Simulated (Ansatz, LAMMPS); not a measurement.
## Glassy 68SiO2-15Al2O3-10K2O-8MnO (mol %) (129 atoms): a short ab initio trajectory

How do the atoms of glassy 68SiO2-15Al2O3-10K2O-8MnO (mol %) (129 atoms) move, and what local order do they keep?

Program: Ansatz 0.2.0. Level of theory: Kohn-Sham DFT, RPBE, PAW (set soft_2), plane waves. Results are calculated unless marked as measured.

## 1. The starting structure

The cell holds 129 atoms: 27 Si, 12 Al, 8 K, 3 Mn and 79 O. Its edges and angles: a = 12.085 Å, b = 12.085 Å, c = 12.085 Å, α = 90.0°, β = 90.0°, γ = 90.0°. 129 atoms (27 Si, 12 Al, 8 K, 3 Mn, 79 O) placed at random at 2.54 g/cm³, melted at 4000 K for 10 ps at fixed volume with the Morse and Coulomb pair potential with partial charges (Pedone, Malavasi, Menziani, Cormack and Segre, J. Phys. Chem. B 110, 11780 (2006)). Quenched from 4000 K to 300 K at 50 K/ps and fixed volume, held 10 ps at zero pressure.

Limits known from the start: The quench rate of 50 K/ps far exceeds what a furnace or splat quench reaches, so expect more defects and frozen-in strain than in a real sample. The starting topology of bonds comes from the classical model. Without a Hubbard term or exact exchange, open shells on Mn are likely too delocalised. Sampling is at Γ alone, for a cell whose shortest periodic width is 12 Å.

## 2. Dynamics started at 300 K

A Nosé–Hoover thermostat steers the temperature while disturbing the dynamics little. The time step is 1.0 fs.

The input, input.yaml:

```yaml
crystal:
  lattice:
    - [12.08483, 0.0, 0.0]
    - [0.0, 12.08483, 0.0]
    - [0.0, 0.0, 12.08483]
  atoms:
    - { symbol: Si, position: [0.75956, 0.51936, 0.03643] }
    - { symbol: Si, position: [0.94442, 0.08548, 0.58992] }
    - { symbol: Si, position: [0.98318, 0.13654, 0.84613] }
    - { symbol: Si, position: [0.77853, 0.94009, 0.48199] }
    [... 119 atom lines left out ...]
    - { symbol: O, position: [0.26331, 0.56913, 0.46645] }
    - { symbol: O, position: [0.8352, 0.6547, 0.59495] }
    - { symbol: O, position: [0.0605, 0.3749, 0.43289] }
    - { symbol: O, position: [0.23011, 0.89338, 0.21345] }
    - { symbol: O, position: [0.70381, 0.18324, 0.2702] }
    - { symbol: O, position: [0.24847, 0.06167, 0.58365] }
magnetization:
  spin_polarized: true
kpoints:
  mp_grid: { grid: [1, 1, 1] }
hamiltonian:
  xc: rpbe
scf:
  occupations: { method: gaussian, width: 0.025 }
output:
  forces: true
md:
  timestep: 1.0
  n_steps: 57
  ensemble: nvt_nose_hoover
  temperature: 300
  initial_velocities: maxwell_boltzmann
  seed: 4081
```

Launch:

```console
$ ansatz run input.yaml --threads 8 --pin off --max-ram 15872MiB --backend cpu --events-out ev --progress --plain --runs-dir out
```

Wall time 15 min (8 threads of Arm Neoverse V2, shared host); peak memory 4.9 GiB.

The program notes that it switched symmetry off.

The trajectory, sampled:

| time (fs) | T (K) | potential (meV/atom) | conserved (meV/atom) |
| --- | --- | --- | --- |
| 0.0 | 300 | 0.0 | 0.00 |
| 4.0 | 418 | -15.3 | -0.10 |
| 8.0 | 603 | -39.2 | -0.24 |
| 11.0 | 630 | -42.9 | -0.18 |
| 15.0 | 584 | -37.5 | -0.10 |
| 19.0 | 560 | -35.1 | -0.13 |
| 23.0 | 533 | -32.5 | -0.13 |
| 27.0 | 492 | -28.3 | -0.12 |
| 30.0 | 467 | -25.8 | -0.12 |
| 34.0 | 444 | -23.8 | -0.12 |
| 38.0 | 446 | -25.1 | -0.11 |
| 42.0 | 478 | -30.1 | -0.13 |
| 46.0 | 513 | -35.6 | -0.15 |
| 49.0 | 523 | -37.7 | -0.16 |
| 53.0 | 515 | -37.8 | -0.15 |
| 57.0 | 497 | -36.5 | -0.15 |

Mean square displacement from the first frame to the last: Si 0.025 Å², Al 0.028 Å², K 0.078 Å², Mn 0.033 Å², O 0.059 Å².

The mean square displacement by time lag:

| time lag (fs) | Al (Å²) | K (Å²) | Mn (Å²) | O (Å²) | Si (Å²) |
| --- | --- | --- | --- | --- | --- |
| 1.0 | 4.6e-5 | 2.8e-5 | 2.0e-5 | 8.3e-5 | 3.9e-5 |
| 2.0 | 1.9e-4 | 1.1e-4 | 7.8e-5 | 3.3e-4 | 1.6e-4 |
| 3.0 | 4.2e-4 | 2.5e-4 | 1.8e-4 | 7.5e-4 | 3.5e-4 |
| 5.0 | 0.00115 | 7.1e-4 | 4.9e-4 | 0.00206 | 9.6e-4 |
| 6.0 | 0.00164 | 0.00102 | 7.0e-4 | 0.00293 | 0.00136 |
| 8.0 | 0.00285 | 0.00182 | 0.00123 | 0.00508 | 0.00234 |
| 9.0 | 0.00355 | 0.00231 | 0.00155 | 0.00633 | 0.00289 |
| 10.0 | 0.00431 | 0.00285 | 0.00190 | 0.00767 | 0.00348 |
| 12.0 | 0.00598 | 0.00412 | 0.00270 | 0.0106 | 0.00473 |
| 13.0 | 0.00686 | 0.00483 | 0.00313 | 0.0121 | 0.00536 |
| 15.0 | 0.00872 | 0.00644 | 0.00409 | 0.0152 | 0.00663 |
| 16.0 | 0.00967 | 0.00733 | 0.00459 | 0.0168 | 0.00724 |
| 17.0 | 0.0106 | 0.00827 | 0.00512 | 0.0184 | 0.00783 |
| 19.0 | 0.0125 | 0.0103 | 0.00622 | 0.0214 | 0.00894 |
| 20.0 | 0.0135 | 0.0114 | 0.00679 | 0.0229 | 0.00945 |
| 22.0 | 0.0154 | 0.0138 | 0.00796 | 0.0258 | 0.0104 |
| 23.0 | 0.0163 | 0.0151 | 0.00856 | 0.0272 | 0.0108 |
| 24.0 | 0.0171 | 0.0164 | 0.00917 | 0.0285 | 0.0112 |
| 26.0 | 0.0188 | 0.0191 | 0.0104 | 0.0309 | 0.0119 |
| 27.0 | 0.0196 | 0.0206 | 0.0110 | 0.0321 | 0.0123 |
| 29.0 | 0.0211 | 0.0236 | 0.0123 | 0.0343 | 0.0129 |

Over the second half of 57 fs the temperature averages 484 K, rising from about 455 to 510 K (means over the first and last quarter of that half). The conserved energy stays within 0.24 meV/atom. From first frame to last K has the largest mean square displacement, 0.078 Å² at the end; the farthest move is 0.53 Å. The mean temperature of 484 K lies well off the 300 K of the input, so the thermostat hasn't yet brought the run to equilibrium. The count of bonds goes from 234 in the first frame to 239 in the last, by one set of cutoffs: 4 pairs passed out of them and 9 came within. The run spans 0.06 ps, too short for its means to be equilibrium values.

## 3. Local order late in the run

The g(r) is a mean over the second half; what follows it is taken at the last frame.

Density 2.66 g/cm³, 13.68 Å³ an atom.

Mean of 16 frames. Pair distribution functions g(r), in bins of 0.2 Å:

| r (Å) | total | O-O | O-Si | O-Al | O-K | O-Mn | Si-Si |
| --- | --- | --- | --- | --- | --- | --- | --- |
| 1.50 | 0.59 | 0.00 | 2.32 | 0.02 | 0.00 | 0.00 | 0.00 |
| 1.70 | 3.40 | 0.00 | 10.66 | 5.71 | 0.00 | 0.23 | 0.00 |
| 1.90 | 0.70 | 0.00 | 0.10 | 4.94 | 0.00 | 3.85 | 0.00 |
| 2.10 | 0.06 | 0.00 | 0.00 | 0.27 | 0.00 | 1.16 | 0.00 |
| 2.30 | 0.04 | 0.00 | 0.00 | 0.00 | 0.00 | 1.33 | 0.00 |
| 2.50 | 0.61 | 1.32 | 0.00 | 0.00 | 1.45 | 0.14 | 0.00 |
| 2.70 | 1.58 | 3.71 | 0.03 | 0.00 | 1.81 | 1.48 | 0.08 |
| 2.90 | 1.09 | 1.92 | 0.12 | 0.12 | 1.71 | 0.34 | 2.40 |
| 3.10 | 1.06 | 1.10 | 0.18 | 0.82 | 1.53 | 0.46 | 3.38 |
| 3.30 | 0.95 | 0.60 | 0.82 | 0.67 | 1.62 | 0.41 | 1.48 |
| 3.50 | 0.89 | 0.58 | 0.93 | 1.13 | 0.93 | 0.95 | 0.00 |
| 3.70 | 1.02 | 0.75 | 1.45 | 1.23 | 0.97 | 0.64 | 0.14 |
| 3.90 | 1.06 | 0.68 | 1.79 | 1.33 | 0.70 | 1.10 | 0.24 |
| 4.10 | 1.13 | 0.62 | 1.88 | 1.47 | 0.82 | 1.27 | 0.85 |
| 4.30 | 1.16 | 0.72 | 1.63 | 1.90 | 1.14 | 1.42 | 0.94 |
| 4.50 | 0.90 | 0.84 | 0.77 | 1.09 | 0.95 | 1.84 | 1.16 |
| 4.70 | 0.92 | 1.00 | 0.66 | 0.73 | 1.06 | 1.06 | 1.90 |
| 4.90 | 1.07 | 1.47 | 0.59 | 0.65 | 1.50 | 1.57 | 1.02 |
| 5.10 | 1.09 | 1.52 | 0.74 | 0.67 | 1.31 | 0.83 | 0.79 |
| 5.30 | 0.93 | 1.23 | 0.63 | 0.66 | 0.92 | 0.47 | 1.24 |
| 5.50 | 0.96 | 1.08 | 0.87 | 1.12 | 0.88 | 0.34 | 0.97 |
| 5.70 | 0.91 | 0.92 | 0.91 | 0.88 | 0.89 | 0.80 | 1.02 |
| 5.90 | 0.97 | 0.84 | 1.15 | 0.95 | 1.21 | 0.72 | 0.67 |

Bonds by pair of elements; cutoffs follow the first minimum of g(r), held within bounds set by covalent radii, and pairs that aren't listed don't count as bonded (cutoffs were set anew for this text, so counts can differ from the run's own analysis):

| pair A-B | cutoff (Å) | bonds | mean length (Å) | spread (Å) | shortest (Å) | B about A | A about B |
| --- | --- | --- | --- | --- | --- | --- | --- |
| O-Si | 2.16 | 108 | 1.64 | 0.047 | 1.51 | 1.37 | 4 |
| O-Al | 2.43 | 48 | 1.79 | 0.094 | 1.66 | 0.608 | 4 |
| O-K | 3.58 | 74 | 3.06 | 0.305 | 2.49 | 0.937 | 9.25 |
| O-Mn | 2.4 | 9 | 2.05 | 0.135 | 1.91 | 0.114 | 3 |

How many atoms have how many bonded neighbours:

| element | mean | 2 | 3 | 4 | 5 | 8 | 9 | 10 | 11 |
| --- | --- | --- | --- | --- | --- | --- | --- | --- | --- |
| Al | 4 | 0 | 0 | 12 | 0 | 0 | 0 | 0 | 0 |
| K | 9.25 | 0 | 0 | 0 | 0 | 2 | 3 | 2 | 1 |
| Mn | 3 | 1 | 1 | 1 | 0 | 0 | 0 | 0 | 0 |
| O | 3.02 | 16 | 47 | 14 | 2 | 0 | 0 | 0 | 0 |
| Si | 4 | 0 | 0 | 27 | 0 | 0 | 0 | 0 | 0 |

Bond angles, per cent of each kind in bins of 5°:

| angle (°) | O-Si-O | K-O-Si | O-Al-O | Al-O-K |
| --- | --- | --- | --- | --- |
| 65–70 | 0.0 | 2.0 | 0.0 | 8.7 |
| 70–75 | 0.0 | 2.0 | 0.0 | 2.2 |
| 75–80 | 0.0 | 7.1 | 0.0 | 6.5 |
| 80–85 | 0.0 | 10.1 | 0.0 | 2.2 |
| 85–90 | 0.0 | 16.2 | 1.4 | 13.0 |
| 90–95 | 0.0 | 10.1 | 5.6 | 17.4 |
| 95–100 | 3.1 | 8.1 | 4.2 | 6.5 |
| 100–105 | 25.9 | 8.1 | 19.4 | 10.9 |
| 105–110 | 27.8 | 8.1 | 25.0 | 6.5 |
| 110–115 | 26.5 | 4.0 | 23.6 | 2.2 |
| 115–120 | 9.9 | 9.1 | 8.3 | 4.3 |
| 120–125 | 5.6 | 1.0 | 8.3 | 4.3 |
| 125–130 | 1.2 | 8.1 | 2.8 | 2.2 |
| 130–135 | 0.0 | 3.0 | 1.4 | 4.3 |
| 135–140 | 0.0 | 0.0 | 0.0 | 2.2 |
| 140–145 | 0.0 | 2.0 | 0.0 | 4.3 |
| 145–150 | 0.0 | 0.0 | 0.0 | 0.0 |
| 150–155 | 0.0 | 0.0 | 0.0 | 0.0 |
| 155–160 | 0.0 | 1.0 | 0.0 | 2.2 |

Bond angles (no mean is given where the spread exceeds 20°):

| angle | count | mean (°) | spread (°) |
| --- | --- | --- | --- |
| O-Si-O | 162 | 109 | 6.2 |
| K-O-Si | 99 | 100 | 18.5 |
| O-Al-O | 72 | 109 | 8.7 |
| Al-O-K | 46 | - | - |

Oxygen atoms by the number of network formers (Si, P, Ge, B, Al, As, Ga) bound to them:

| network formers bound to O | O atoms | per cent |
| --- | --- | --- |
| 0 | 0 | 0 |
| 1 | 5 | 6.3 |
| 2 | 71 | 89.9 |
| 3 | 3 | 3.8 |

Network units: each former by its oxygen neighbours and how many of them bridge to another former:

| former | O neighbours | bridging O | atoms |
| --- | --- | --- | --- |
| Si | 4 | 3 | 3 |
| Si | 4 | 4 | 24 |
| Al | 4 | 3 | 2 |
| Al | 4 | 4 | 10 |

Bond length by coordination (bonds to H left out):

| element | coordination | atoms | mean bond length (Å) |
| --- | --- | --- | --- |
| K | 8 | 2 | 3.09 |
| K | 9 | 3 | 3.03 |
| K | 10 | 2 | 3.12 |
| K | 11 | 1 | 3.01 |
| Mn | 2 | 1 | 1.94 |
| Mn | 3 | 1 | 2.02 |
| Mn | 4 | 1 | 2.13 |
| O | 2 | 16 | 1.65 |
| O | 3 | 47 | 2.11 |
| O | 4 | 14 | 2.35 |
| O | 5 | 2 | 2.60 |

Rings of the network by King's shortest-path rule, up to 12 atoms, one path for each pair of neighbours; H, halogens, alkali and alkaline-earth atoms are left out, and the last column divides by all other atoms, bonded or not:

| ring size (atoms) | rings | per network atom |
| --- | --- | --- |
| 4 | 1 | 0.008 |
| 6 | 3 | 0.025 |
| 8 | 15 | 0.124 |
| 10 | 17 | 0.14 |
| 12 | 24 | 0.198 |

By these cutoffs all Al atoms have 4, 38 % of K atoms have 9 and 59 % of O atoms have 3 bonded neighbours. The O-Si-O angle averages 109° with a spread of 6°. Counting bonds to Si and Al alone, not to Mn, 90 % of the oxygens join two of these atoms and 6 % one; 4 % join three. The commonest Si unit has 4 oxygens, 4 of them shared with other formers (24 of 27 atoms). Rings of 12 atoms are the most common (40 % of those counted); sizes run from 4 to 12, where the search stops.

## 4. Single point at the last frame

The last frame is solved again with fuller output, to read the electronic structure of a thermally displaced geometry.

The input, input.yaml:

```yaml
crystal:
  lattice:
    - [12.08483, 0.0, 0.0]
    - [0.0, 12.08483, 0.0]
    - [0.0, 0.0, 12.08483]
  atoms:
    - { symbol: Si, position: [0.76425, 0.51438, 0.03141] }
    - { symbol: Si, position: [0.94789, 0.08936, 0.59037] }
    - { symbol: Si, position: [0.9824, 0.14191, 0.85646] }
    - { symbol: Si, position: [0.76896, 0.95776, 0.47999] }
    [... 119 atom lines left out ...]
    - { symbol: O, position: [0.26304, 0.57117, 0.48398] }
    - { symbol: O, position: [0.8392, 0.65042, 0.57548] }
    - { symbol: O, position: [0.06026, 0.36954, 0.4289] }
    - { symbol: O, position: [0.24311, 0.89037, 0.22004] }
    - { symbol: O, position: [0.71569, 0.19656, 0.2622] }
    - { symbol: O, position: [0.24475, 0.06219, 0.57212] }
magnetization:
  spin_polarized: true
kpoints:
  mp_grid: { grid: [1, 1, 1] }
hamiltonian:
  xc: rpbe
scf:
  occupations: { method: gaussian, width: 0.025 }
output:
  forces: true
  stress: true
  populations: true
  dos:
    method: { smearing: { sigma: 0.1 } }
    de: 0.1
    projected: { site_lists: { Al: [Al], K: [K], Mn: [Mn], O: [O], Si: [Si] } }
  eigenvalues: true
  write_density: true
  write_potential: true
  volumetric_format: npy
  elf: true
```

Wall time 64 s (8 threads); peak memory 4.5 GiB.

The program notes that the stability of the SCF solution was not settled.

Read from the output:

```
free energy                                      : -92884.1774 eV
free energy per atom                             : -720.0324 eV/atom
SCF cycles                                       : 23
pressure                                         : 5.121 GPa
r.m.s. force component                           : 1.14 eV/Å
longest force                                    : 4.797 eV/Å
Fermi energy                                     : 6.77 eV
gap (highest filled to lowest empty level) : 1.257 eV
total moment                                     : -15 μB
absolute moment                                  : 15.08 μB
spilling of the projection                       : 0.01077
```

Neighbours are counted within 2.16 Å (O-Si), 2.43 Å (O-Al), 3.58 Å (O-K), 2.40 Å (O-Mn), cutoffs set anew for this text.

Length of the force by element and coordination:

| element | coordination | atoms | mean length of the force (eV/Å) | spread | least | most |
| --- | --- | --- | --- | --- | --- | --- |
| Al | all | 12 | 2.40 | 0.986 | 1.06 | 4.16 |
| K | all | 8 | 0.459 | 0.223 | 0.218 | 0.913 |
| K | 8 | 2 | 0.291 | 0.0505 | 0.241 | 0.342 |
| K | 9 | 3 | 0.455 | 0.137 | 0.265 | 0.583 |
| K | 10 | 2 | 0.405 | 0.187 | 0.218 | 0.592 |
| K | 11 | 1 | 0.913 | 0 | 0.913 | 0.913 |
| Mn | all | 3 | 0.821 | 0.338 | 0.386 | 1.21 |
| Mn | 2 | 1 | 0.386 | 0 | 0.386 | 0.386 |
| Mn | 3 | 1 | 0.867 | 0 | 0.867 | 0.867 |
| Mn | 4 | 1 | 1.21 | 0 | 1.21 | 1.21 |
| O | all | 79 | 1.52 | 0.807 | 0.173 | 4.69 |
| O | 2 | 16 | 1.54 | 0.496 | 0.812 | 2.32 |
| O | 3 | 47 | 1.59 | 0.863 | 0.370 | 4.69 |
| O | 4 | 14 | 1.24 | 0.866 | 0.173 | 3.69 |
| O | 5 | 2 | 1.59 | 0.571 | 1.02 | 2.16 |
| Si | all | 27 | 2.38 | 1.09 | 0.345 | 4.80 |

Löwdin charges by element and coordination (they lack the spilled electrons, 0.061 e an atom on average):

| element | coordination | atoms | mean charge (e) | spread | least | most |
| --- | --- | --- | --- | --- | --- | --- |
| Al | all | 12 | 1.34 | 0.0257 | 1.30 | 1.38 |
| K | all | 8 | 0.898 | 0.0149 | 0.879 | 0.922 |
| K | 8 | 2 | 0.909 | 0.0086 | 0.900 | 0.918 |
| K | 9 | 3 | 0.904 | 0.0138 | 0.888 | 0.922 |
| K | 10 | 2 | 0.886 | 0.0044 | 0.881 | 0.890 |
| K | 11 | 1 | 0.879 | 0 | 0.879 | 0.879 |
| Mn | all | 3 | 1.28 | 0.0357 | 1.23 | 1.31 |
| Mn | 2 | 1 | 1.30 | 0 | 1.30 | 1.30 |
| Mn | 3 | 1 | 1.23 | 0 | 1.23 | 1.23 |
| Mn | 4 | 1 | 1.31 | 0 | 1.31 | 1.31 |
| O | all | 79 | -0.838 | 0.0406 | -0.944 | -0.773 |
| O | 2 | 16 | -0.812 | 0.0283 | -0.883 | -0.775 |
| O | 3 | 47 | -0.845 | 0.0426 | -0.944 | -0.773 |
| O | 4 | 14 | -0.842 | 0.035 | -0.924 | -0.801 |
| O | 5 | 2 | -0.862 | 0.0143 | -0.876 | -0.848 |
| Si | all | 27 | 1.74 | 0.0233 | 1.71 | 1.80 |

Magnetic moments by element and coordination:

| element | coordination | atoms | mean moment (μB) | spread | least | most |
| --- | --- | --- | --- | --- | --- | --- |
| Al | all | 12 | -5.0e-4 | 6.0e-4 | -0.0021 | 0 |
| K | all | 8 | -7.0e-4 | 9.0e-4 | -0.0023 | -1.0e-4 |
| K | 8 | 2 | -2.0e-4 | 1.0e-4 | -3.0e-4 | -1.0e-4 |
| K | 9 | 3 | -2.0e-4 | 1.0e-4 | -4.0e-4 | -1.0e-4 |
| K | 10 | 2 | -0.0012 | 0.001 | -0.0022 | -2.0e-4 |
| K | 11 | 1 | -0.0023 | 0 | -0.0023 | -0.0023 |
| Mn | all | 3 | -3.79 | 0.0916 | -3.91 | -3.69 |
| Mn | 2 | 1 | -3.77 | 0 | -3.77 | -3.77 |
| Mn | 3 | 1 | -3.69 | 0 | -3.69 | -3.69 |
| Mn | 4 | 1 | -3.91 | 0 | -3.91 | -3.91 |
| O | all | 79 | -0.0078 | 0.0205 | -0.129 | 0 |
| O | 2 | 16 | -0.0021 | 0.0032 | -0.0132 | 0 |
| O | 3 | 47 | -0.01 | 0.0252 | -0.129 | 0 |
| O | 4 | 14 | -0.0072 | 0.0134 | -0.0403 | -1.0e-4 |
| O | 5 | 2 | -0.0033 | 0.0011 | -0.0043 | -0.0022 |
| Si | all | 27 | -4.0e-4 | 8.0e-4 | -0.0031 | 0 |

Density of states as counts of states in windows of 1 eV (from the Fermi level), total and the larger projections:

| from (eV) | to (eV) | total up | total down | O p | Si p | Mn d | K p |
| --- | --- | --- | --- | --- | --- | --- | --- |
| -18 | -17 | 1.0 | 1.0 | 0.0 | 0.0 | 0.0 | 0.0 |
| -17 | -16 | 0.0 | 0.0 | 0.0 | 0.0 | 0.0 | 0.0 |
| -16 | -15 | 10.9 | 10.9 | 0.2 | 0.1 | 0.0 | 21.5 |
| -15 | -14 | 11.5 | 11.5 | 0.3 | 0.1 | 0.0 | 22.5 |
| -14 | -13 | 1.6 | 1.5 | 0.1 | 0.0 | 0.0 | 3.0 |
| -13 | -12 | 3.0 | 3.0 | 4.0 | 0.2 | 0.0 | 0.0 |
| -12 | -11 | 7.2 | 7.3 | 9.8 | 0.8 | 0.0 | 0.0 |
| -11 | -10 | 9.5 | 9.5 | 13.3 | 1.6 | 0.0 | 0.0 |
| -10 | -9 | 12.9 | 12.9 | 19.2 | 3.4 | 0.0 | 0.0 |
| -9 | -8 | 21.6 | 21.9 | 33.5 | 6.1 | 0.1 | 0.1 |
| -8 | -7 | 22.4 | 24.0 | 36.5 | 4.8 | 0.3 | 0.1 |
| -7 | -6 | 36.9 | 36.2 | 62.2 | 3.5 | 0.7 | 0.1 |
| -6 | -5 | 43.3 | 44.5 | 79.6 | 2.2 | 1.0 | 0.1 |
| -5 | -4 | 45.1 | 47.0 | 84.8 | 1.4 | 2.3 | 0.1 |
| -4 | -3 | 30.4 | 31.4 | 55.5 | 0.6 | 3.7 | 0.0 |
| -3 | -2 | 4.6 | 8.6 | 7.8 | 0.1 | 4.7 | 0.0 |
| -2 | -1 | 0.0 | 4.8 | 2.0 | 0.0 | 2.5 | 0.0 |
| -1 | 0 | 0.0 | 1.0 | 0.4 | 0.0 | 0.5 | 0.0 |
| 0 | 1 | 2.4 | 0.5 | 0.1 | 0.0 | 1.9 | 0.0 |
| 1 | 2 | 10.8 | 1.2 | 0.7 | 0.1 | 8.6 | 0.0 |
| 2 | 3 | 7.3 | 5.4 | 1.4 | 0.8 | 2.4 | 0.0 |
| 3 | 4 | 11.4 | 11.3 | 2.4 | 3.6 | 0.2 | 0.0 |
| 4 | 5 | 20.8 | 21.5 | 3.9 | 10.2 | 0.2 | 0.0 |

Between -26 and -18 eV lie 156 more states.

The stored curve holds about 695 of the 735 electrons; the rest, give or take the few that broadening carries across the Fermi level, lie in deeper levels below its range.

The levels nearest the highest filled one (over half full), pooled over k-points and spins:

| level less the highest filled one (eV) | occupation |
| --- | --- |
| -1.34 | 1 |
| -1.22 | 1 |
| -0.973 | 1 |
| -0.756 | 1 |
| -0.647 | 1 |
| 0 | 1 |
| 1.26 | 0 |
| 1.49 | 0 |
| 1.62 | 0 |
| 1.64 | 0 |
| 1.72 | 0 |
| 1.85 | 0 |

Mean Löwdin charges: Al +1.34, K +0.90, Mn +1.28, O -0.84, Si +1.74 e (they miss 1.1 % of the electrons, so they add up to more than the cell's charge). The cell holds a total moment of -15 μB; no search proves this magnetic order the lowest.

## 5. Outcome

| Item | Value |
| --- | --- |
| mean temperature, second half | 483.9 K |
| temperature swing, second half | 29.76 K |
| slope of the conserved energy against time, by least squares | -0.5618 meV/atom/ps |
| free energy per atom | -720.0324 eV/atom |
| pressure | 5.121 GPa |
| r.m.s. force component | 1.14 eV/Å |
| gap (highest filled to lowest empty level) | 1.257 eV |
| wall time of the 2 DFT runs | 16 min |

Over the second half of 57 fs the temperature averages 484 K, rising from about 455 to 510 K (means over the first and last quarter of that half). The conserved energy stays within 0.24 meV/atom. The mean temperature of 484 K lies well off the 300 K of the input, so the thermostat hasn't yet brought the run to equilibrium. The count of bonds goes from 234 in the first frame to 239 in the last, by one set of cutoffs: 4 pairs passed out of them and 9 came within. The run spans 0.06 ps, too short for its means to be equilibrium values. By these cutoffs all Al atoms have 4, 38 % of K atoms have 9 and 59 % of O atoms have 3 bonded neighbours. Counting bonds to Si and Al alone, not to Mn, 90 % of the oxygens join two of these atoms and 6 % one; 4 % join three.

The highest filled and lowest empty levels differ by 1.26 eV (at Γ alone); a semilocal functional tends to put such gaps too low. In a disordered cell it changes from sample to sample, and tail or defect levels can set it. The cell holds a total moment of -15 μB; no search proves this magnetic order the lowest.

**Limits.** The network of bonds at the start is that of the classical potential that made the cell; in DFT 4 of its 234 bonded pairs passed out of the cutoffs and 9 came within them. The run was spin polarised, started with 3 parallel moments, ending at -15.0 μB in the cell; that starting order needn't be the real material's, and it bears on forces, charges and levels. The stress is far from hydrostatic: its diagonal is 6.5, 5.6, 3.2 GPa, compression counted positive. With open d shells in the cell, the gap can be one between d levels of these ions, not the gap of the host. The pressure of 5.1 GPa is that of one thermal frame at a volume set beforehand, without the kinetic term.

[Logs are printed without paths, hosts, clocks, repeated set-up lines and the standing remarks that a program may print on its own settings, such as how far it seeks lower states.]

[Hosts, paths, dates, database ids (printed as entryN), source tags and the programs' standing remarks are cut or masked in the printed files.]
